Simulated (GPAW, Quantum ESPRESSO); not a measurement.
Consider YTe (Fm-3m).

```xyz
2
Lattice="0.0000 3.0400 3.0400 3.0400 0.0000 3.0400 3.0400 3.0400 0.0000" Properties=species:S:1:pos:R:3 pbc="T T T"
Te    0.0000    0.0000    0.0000
Y     3.0400    3.0400    3.0400
```

Absorber: atom 2, with 6 Te at 3.04 Å (octahedral, site symmetry m-3m). Method: GPAW, LDA, excited-electron core hole (neutral cell), 8-atom cell with 6.1 Å between holes, 5×5×5 k points, dipole transitions, Gaussian full width 1.5 eV up to 4 eV, rising linearly to 3.5 eV at 25 eV.

The database entry behind the starting cell differs from later determinations by our own check (0.1 to 0.3 % short, probably kX units), so it need not match the best structure at ambient conditions.

Where do the maxima of the Y L₃ edge fall?

Main maxima up to 30 eV above the zero (height): 0.8 eV (3.90), 6.4 eV (0.94), 13.2 eV (0.76) and 23.0 eV (0.81). At an L edge the dipole rule selects empty d (and weakly s) states on the absorber, and the strong line at the onset measures the empty part of its d band. 

The Y L₃ spectrum (energy from the lowest empty level; intensity scaled to a mean of 1 over the first 20 eV):

| E (eV) | intensity |
| --- | --- |
| -2.0 | 0.01 |
| -1.5 | 0.07 |
| -1.0 | 0.36 |
| -0.5 | 1.25 |
| 0.0 | 2.63 |
| 0.5 | 3.68 |
| 1.0 | 3.86 |
| 1.5 | 3.36 |
| 2.0 | 2.65 |
| 2.5 | 1.89 |
| 3.0 | 1.30 |
| 3.5 | 0.94 |
| 4.0 | 0.71 |
| 4.5 | 0.59 |
| 5.0 | 0.61 |
| 5.5 | 0.75 |
| 6.0 | 0.89 |
| 6.5 | 0.93 |
| 7.0 | 0.86 |
| 7.5 | 0.75 |
| 8.0 | 0.65 |
| 8.5 | 0.62 |
| 9.0 | 0.63 |
| 9.5 | 0.65 |
| 10.0 | 0.66 |
| 10.5 | 0.64 |
| 11.0 | 0.62 |
| 11.5 | 0.63 |
| 12.0 | 0.67 |
| 12.5 | 0.72 |
| 13.0 | 0.76 |
| 13.5 | 0.75 |
| 14.0 | 0.70 |
| 14.5 | 0.65 |
| 15.0 | 0.60 |
| 15.5 | 0.58 |
| 16.0 | 0.57 |
| 16.5 | 0.56 |
| 17.0 | 0.55 |
| 17.5 | 0.52 |
| 18.0 | 0.50 |
| 18.5 | 0.49 |
| 19.0 | 0.49 |
| 19.5 | 0.51 |
| 20.0 | 0.55 |
| 20.5 | 0.60 |
| 21.0 | 0.66 |
| 21.5 | 0.72 |
| 22.0 | 0.77 |
| 22.5 | 0.81 |
| 23.0 | 0.81 |
| 23.5 | 0.80 |
| 24.0 | 0.76 |
| 24.5 | 0.71 |
| 25.0 | 0.65 |
| 25.5 | 0.60 |
| 26.0 | 0.54 |
| 26.5 | 0.50 |
| 27.0 | 0.48 |
| 27.5 | 0.46 |
| 28.0 | 0.46 |
| 28.5 | 0.47 |
| 29.0 | 0.48 |
| 29.5 | 0.50 |
| 30.0 | 0.52 |
| 30.5 | 0.54 |
| 31.0 | 0.56 |
| 31.5 | 0.57 |

Only the L₃ part is meant: spin–orbit coupling of the core level isn't computed and the L₂ copy isn't added. The primitive cell holds an odd number of electrons, so a spin-paired run has to come out metallic; that is right for a metal, but some such compounds are magnetic or distorted insulators. The holes are only 6.1 Å apart, so the shape is probably not converged with cell size; no larger cell was run here. Lifetime broadening is put in by hand, and intensities beyond about 20 eV depend on it and on the partial waves. The structure is a published determination, not relaxed.

[Banner, clock and machine lines of the logs are left out without a mark of their own.]

[Logs are printed without paths, hosts, clocks, repeated set-up lines and the standing remarks that a program may print on its own settings, such as how far it seeks lower states.]

[Hosts, paths, dates, database ids (printed as entryN), source tags and the programs' standing remarks are cut or masked in the printed files.]

[Lists of maxima count a maximum above −3 eV only where it reaches 4 % of the highest in the window and stands out from its surroundings by 2 % of it (1.5 % where it reaches 55 %); shoulders and weaker maxima are passed over, and of the rest the first, up to two pre-edge ones and the few strongest are named.]
